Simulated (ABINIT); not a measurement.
An input for ABINIT 10.8.3 (Al2O3 (Corundum)):

```
acell 3*1.0 Angstrom
rprim 
  2.380249999995 1.374237978213 4.331866666707
  -2.380249999995 1.374237978213 4.331866666707
  -0.000000000000 -2.748475956495 4.331866666685
ntypat 2
znucl 13 8
natom 10
typat 1 1 1 1 2 2 2 2 2 2
xred 
  0.352160000000 0.352160000000 0.352160000000
  0.147840000000 0.147840000000 0.147840000000
  0.647840000000 0.647840000000 0.647840000000
  0.852160000000 0.852160000000 0.852160000000
  0.556680000000 0.943320000000 0.250000000000
  0.250000000000 0.556680000000 0.943320000000
  0.943320000000 0.250000000000 0.556680000000
  0.443320000000 0.056680000000 0.750000000000
  0.750000000000 0.443320000000 0.056680000000
  0.056680000000 0.750000000000 0.443320000000
pp_dirpath "pseudos"
pseudos "Al.upf, O.upf"
ecut 36
ngkpt 4 4 4
nshiftk 1
shiftk 0 0 0
kptopt 1
chksymbreak 0
istwfk *1
occopt 1
irdwfk 1
optdriver 3
nband 58
ecuteps 3.2
inclvkb 2
awtr 1
symchi 1
gwcalctyp 28
mbpt_sciss 3.576 eV
nqptdm 1
qptdm 
  0 0 0
indata_prefix "in"
outdata_prefix "out"
tmpdata_prefix "tmp"
```

```sh
OMP_NUM_THREADS=1 mpirun -n 8 abinit run.abi > log
```

Q: Estimate wall time and host memory on 8 MPI ranks of Intel Xeon Platinum 8488C (Sapphire Rapids), shared host.

It took 27 s; on shared hardware allow 14 s to 55 s. Peak host memory was 3.3 GiB.

[Paths, hosts, dates, memory and timing lines, banners, echoed tables and standing remarks are left out of the program output.]

[Logs are printed without paths, hosts, clocks, repeated set-up lines and the standing remarks that a program may print on its own settings, such as how far it seeks lower states.]

[Runs of the session that timed out or met a known fault of the program may be left out.]

[Hosts, paths, dates, database ids (printed as entryN), source tags and the programs' standing remarks are cut or masked in the printed files.]

[G0W0 gaps are taken among the corrected bands and points alone; a level outside them can change the order at an edge.]

[Where Ansatz stands beside ABINIT at settings called matched, ABINIT's density can come from a denser mesh and the files from another edition; pairs whose starting gaps differed by over 0.03 eV were left out, so agreement reads better than it is.]
